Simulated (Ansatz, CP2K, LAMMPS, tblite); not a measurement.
# tblite on liquid dimethyl carbonate at 320 K (84 atoms): settings against a plane-wave reference

Wanted: tblite inputs and outputs for liquid dimethyl carbonate at 320 K (84 atoms), checked against a plane-wave reference.

Program: tblite 0.8.0. Level of theory: the method is named at each step. Results are calculated unless marked as measured.

**1. The structure**

The cell holds 84 atoms: 21 C, 21 O and 42 H. Its edges and angles: a = 9.928 Å, b = 9.928 Å, c = 9.928 Å, α = 90.0°, β = 90.0°, γ = 90.0°. 7 dimethyl carbonate placed at random, at 1.07 g/cm³; overlaps pushed apart, then 10 ps at 470 K with MMFF94 bonds, angles, torsions, charges and radii (Halgren, J. Comput. Chem. 17, 490 (1996)) in harmonic and 12-6 forms. Snapshot after 20 ps at 320 K and fixed volume.

The yardstick, on the same geometry:

| Property | Result |
| --- | --- |
| method | Kohn-Sham DFT, PBE, PAW, plane waves (Ansatz 0.2.0); cutoff 420 eV, Γ point, fermi-dirac smearing of 0.05 eV; PAW set soft_2 |
| r.m.s. force component | 0.9718 eV/Å |
| longest force | 3.688 eV/Å |
| pressure | 1.203 GPa |
| gap (highest filled to lowest empty level) | 5.449 eV |
| SCF cycles | 10 |
| time | 8.8 s on 4 threads of Arm Neoverse V1, shared host |
| CPU time | 31 s |

**2. GFN1-xTB**

Method: GFN1-xTB tight binding, diagonalisation.

run.py

```python
import numpy as np
from ase.io import read
from tblite.ase import TBLite

atoms = read("structure.xyz")
atoms.calc = TBLite(method="GFN1-xTB", electronic_temperature=580, accuracy=1.0, max_iterations=250, mixer_damping=0.4, verbosity=1)
energy = atoms.get_potential_energy()
forces = atoms.get_forces()
print(f"energy {energy:.6f} eV")
print("forces (eV/A)")
for i, (a, f) in enumerate(zip(atoms, forces)):
    print(f"{i:4d} {a.symbol:2s} {f[0]:10.5f} {f[1]:10.5f} {f[2]:10.5f}")
stress = -atoms.get_stress(voigt=False) * 160.21766
print("stress (GPa, compression positive)")
for row in stress:
    print(" ".join(f"{x:10.4f}" for x in row))
print("charges (e)")
print(np.array2string(atoms.get_charges(), precision=4, suppress_small=True, max_line_width=110, threshold=100000))
```

structure.xyz

```xyz
84
Lattice="9.92798 0.00000 0.00000 0.00000 9.92798 0.00000 0.00000 0.00000 9.92798" Properties=species:S:1:pos:R:3 pbc="T T T"
C 0.97890 3.45067 1.61230
O 0.71829 3.43578 2.94960
C 9.58020 4.24957 3.32587
O 8.87968 4.81696 2.53054
O 9.57296 4.40266 4.66843
C 8.68559 5.49335 5.08332
H 0.86334 4.45161 1.14857
H 1.89555 2.96082 1.28776
H 0.18704 2.88378 1.09257
H 7.73648 5.29737 4.62445
H 9.08847 6.44822 4.80951
H 8.58284 5.50636 6.12040
C 0.15100 8.22434 7.15301
O 1.32965 7.34015 7.10069
C 1.51561 6.68878 8.28063
O 0.83643 6.87175 9.28306
O 2.70220 5.96513 8.27170
C 3.08522 5.35843 9.48628
H 9.14605 7.67800 7.27900
H 0.27302 8.91989 7.97525
H 0.03256 8.71498 6.09528
H 2.46790 5.57258 0.46036
H 4.12736 5.48302 9.60602
H 2.80317 4.24411 9.43257
C 7.25130 0.32067 3.83041
O 6.42350 0.18645 4.98126
C 6.50283 8.93766 5.58846
O 7.26033 8.05924 5.25359
O 5.57397 8.81942 6.60687
C 5.29519 7.54229 7.07517
H 8.35092 0.17414 4.07295
H 7.08064 9.46494 3.04819
H 7.19967 1.36093 3.28636
H 4.38886 7.23849 6.66197
H 5.15163 7.51558 8.10689
H 6.14165 6.90551 6.82102
C 3.32756 5.81512 4.43731
O 4.31212 6.77406 4.01716
C 4.79551 6.44246 2.81845
O 4.48427 5.43100 2.17075
O 5.73212 7.37262 2.46770
C 6.70804 6.94462 1.51153
H 2.59239 5.58826 3.65330
H 3.83746 4.89400 4.79025
H 2.86392 6.21799 5.35833
H 6.61333 7.62191 0.64145
H 6.51315 5.90050 1.27982
H 7.65070 7.05562 1.99453
C 3.57586 0.19767 9.19361
O 3.25846 9.22885 0.25287
C 2.12637 9.51408 0.96381
O 1.34643 0.47426 0.76545
O 2.12250 8.51026 1.92623
C 0.84735 8.57827 2.57442
H 2.75184 0.75741 8.87452
H 4.20728 0.85033 9.70420
[... 24 atom lines left out ...]
H 3.05752 9.91527 4.93351
H 9.87904 3.32865 8.22146
H 9.69567 1.73859 7.72635
H 9.37162 2.92488 6.49518
```

Started as:

```
$ OMP_NUM_THREADS=1 python run.py > output.txt
```

The program printed:

```text
------------------------------------------------------------
  cycle        total energy    energy error   density error
------------------------------------------------------------
      1     -161.9129996529  -1.6305551E+02   6.5684037E-01
      2     -165.8547337646  -3.9417341E+00   3.1944962E-01
      3     -165.9028777933  -4.8144029E-02   1.7135136E-01
      4     -165.8991880233   3.6897700E-03   3.2937043E-02
      5     -165.9184040703  -1.9216047E-02   5.4582115E-03
      6     -165.9191979287  -7.9385849E-04   1.6607446E-03
      7     -165.9192092671  -1.1338337E-05   1.0169993E-03
      8     -165.9192308949  -2.1627806E-05   7.8889571E-05
      9     -165.9192309821  -8.7216904E-08   3.6747793E-05
     10     -165.9192309991  -1.6967618E-08   7.2456420E-06
------------------------------------------------------------
 total:                                   0.950 sec
energy -4514.892244 eV
forces (eV/A)
   0 C    -1.09929   -0.20899   -3.24976
   1 O    -1.38410    1.23630    2.71416
   2 C     2.15753   -0.53453    0.34988
   3 O     0.03376   -0.15483    0.55564
   4 O    -0.62664    0.72209   -0.98749
   5 C     0.59945   -1.04442   -1.27477
   6 H     0.48296   -0.13036    0.44937
   7 H     0.29592    0.21484    0.75549
   8 H    -0.02653   -0.23273   -0.09824
   9 H    -0.68053    0.26449   -0.27341
  10 H     0.27730    0.44019   -0.57382
  11 H    -0.00561   -0.43134    1.79844
  12 C     0.39629    0.05252   -2.27989
  13 O    -1.14887   -0.34764    1.22002
  14 C     1.07771    0.71131    1.03186
  15 O     0.85756   -0.70184   -1.86731
  16 O    -2.26425    1.48939   -0.30379
  17 C    -2.10244   -2.63688    0.59074
  18 H     0.10345   -0.40583    0.27116
  19 H     0.05564    0.34534   -0.13335
  20 H     0.65520   -0.66449    2.06723
  21 H     0.62915    1.09616   -0.63955
  22 H     1.00235    0.12942    0.34198
  23 H     0.92554    1.00616   -0.43995
[...]
76 O    -0.24567   -0.81209   -1.14801
  77 C    -1.57384    1.11824    0.15884
  78 H     0.20717    0.12682   -0.16703
  79 H     1.32577   -0.55374   -0.66157
  80 H     0.36096   -0.44711    0.65958
  81 H     0.03006    0.70451   -0.06104
  82 H    -0.46642   -1.71678    0.41697
  83 H     0.35312    0.15672    0.74318
stress (GPa, compression positive)
   -1.2714     1.1461     0.1087
    1.1461    -2.1798    -0.4205
    0.1087    -0.4205    -1.5607
charges (e)
[ 0.1746 -0.3993  0.7431 -0.5402 -0.4048  0.1611  0.0373  0.048   0.0306  0.0504  0.0571  0.0496  0.1655
 -0.412   0.7385 -0.5486 -0.4092  0.1734  0.0356  0.0567  0.0547  0.0489  0.0553  0.0232  0.1761 -0.3878
  0.7586 -0.5503 -0.4118  0.1652  0.0458  0.0493  0.0304  0.0544  0.0458  0.0404  0.1661 -0.39    0.7467
 -0.5604 -0.4067  0.1616  0.0544  0.0377  0.0503  0.0363  0.0598  0.0477  0.1564 -0.3916  0.7458 -0.5313
 -0.4011  0.1665  0.0483  0.0392  0.0463  0.0341  0.0458  0.0387  0.1657 -0.3801  0.7322 -0.562  -0.4055
  0.1681  0.047   0.0398  0.055   0.0541  0.0337  0.0456  0.1541 -0.4011  0.7542 -0.5528 -0.3979  0.1685
  0.0487  0.0535  0.0557  0.0398  0.0454  0.032 ]
```

Elapsed: 1.6 s, on 1 thread of Arm Neoverse V1, shared host; peak memory 0.16 GiB.

Banners, paths, timers and routine set-up lines are dropped from the logs unmarked, and long logs keep their key lines alone; longer cuts are marked.

Compared with the plane-wave run:

| Property | Result |
| --- | --- |
| r.m.s. force component | 1.034 eV/Å |
| r.m.s. difference of force components | 349.2 meV/Å |
| longest difference of force vectors | 1408 meV/Å |
| force difference over r.m.s. force | 35.93 % |
| slope of forces against the reference's | 1.002 |
| correlation of force components | 0.9413 |
| pressure | -1.671 GPa |
| pressure difference | -2.874 GPa |

Length of the force difference by element (eV/Å):

```
element  atoms  mean  most
      C     21  0.34  0.55
      H     42  0.12  0.23
      O     21   1.1   1.4
```

The surroundings of O16, picked at random, nearest first, numbered as they follow in the input and with coordinates relative to it.

```
atom      x      y      z  distance (Å)  bonds  Mulliken charge (e)     Fx     Fy  Fz (eV/Å)
 O16   0.00   0.00   0.00          0.00      1                -0.55   0.86  -0.70      -1.87
 C15   0.68  -0.18  -1.00          1.22      3                 0.74   1.08   0.71       1.03
 O14   0.49   0.47  -2.18          2.29      2                -0.41  -1.15  -0.35       1.22
 O17   1.87  -0.91  -1.01          2.31      2                -0.41  -2.26   1.49      -0.30
 H22   1.63  -1.30   1.11          2.36      1                 0.05   0.63   1.10      -0.64
 H20  -0.56   2.05  -1.31          2.49      1                 0.06   0.06   0.35      -0.13
 C13  -0.69   1.35  -2.13          2.61      4                 0.17   0.40   0.05      -2.28
 H19  -1.62   0.81  -2.00          2.70      1                 0.04   0.10  -0.41       0.27
 C18   2.25  -1.51   0.20          2.72      4                 0.17  -2.10  -2.64       0.59
```

Atoms are counted from 1 here, from 0 in the log.

Forces lie 36 % from the reference's, at 0.053 times its CPU time (on 1 against 4 cores).

The difference per atom is largest on O (1.1 eV/Å on average, against 0.34 on C).

**3. A run with a doubtful setting**

run.py

```python
import numpy as np
from ase.io import read
from tblite.ase import TBLite

atoms = read("structure.xyz")
atoms.calc = TBLite(method="GFN3-xTB", electronic_temperature=580, accuracy=1.0, max_iterations=250, mixer_damping=0.4, verbosity=1)
energy = atoms.get_potential_energy()
forces = atoms.get_forces()
print(f"energy {energy:.6f} eV")
print("forces (eV/A)")
for i, (a, f) in enumerate(zip(atoms, forces)):
    print(f"{i:4d} {a.symbol:2s} {f[0]:10.5f} {f[1]:10.5f} {f[2]:10.5f}")
print("charges (e)")
print(np.array2string(atoms.get_charges(), precision=4, suppress_small=True, max_line_width=110, threshold=100000))
```

structure.xyz is that of step 2.

The program printed:

```text
tblite.exceptions.TBLiteValueError: Method 'GFN3-xTB' is not available for this calculator
```

Run time: 0.69 s. Hardware: 1 thread; peak memory 0.16 GiB.

The program stopped at the start. The fault in the input: an unknown method (method GFN3-xTB).

**4. What came out**

| Item | Value |
| --- | --- |
| force difference from the reference | tblite GFN1-xTB, 36 % |
| its CPU time | 1.6 s |

In words: Tight binding differs by 36 % (tblite GFN1-xTB); it is another model, with fitted parameters of its own, and the xTB methods hold dispersion. One electronic-structure run takes under half the reference's CPU time: tblite GFN1-xTB, at 36 % in 1.6 s against 31 s; its pressure misses by -2.9 GPa. Periodic xTB results under one method name differ between programs and library versions. The network of contacts between molecules at the start is that of the classical potential that made the cell, and needn't be the one that DFT or experiment would give. The reference's PBE has no dispersion term, which matters for the binding between molecules or layers. The density was typed from a rule of thumb and may lie off the real one at this temperature. The electronic-structure runs sample only Γ, in a cell whose shortest periodic width is 10 Å.

[Also dropped from logs without a mark: logging warnings of Python, and SIESTA's first energy breakdown and zero terms.]

[Logs are printed without paths, hosts, clocks, repeated set-up lines and the standing remarks that a program may print on its own settings, such as how far it seeks lower states.]

[Hosts, paths, dates, database ids (printed as entryN), source tags and the programs' standing remarks are cut or masked in the printed files.]

[The MMFF94 radii named for the starting cell were scaled by 0.96; in molecules described by MMFF94, hydrogen bound to N, O or S took a small fixed 12-6 site in their place.]
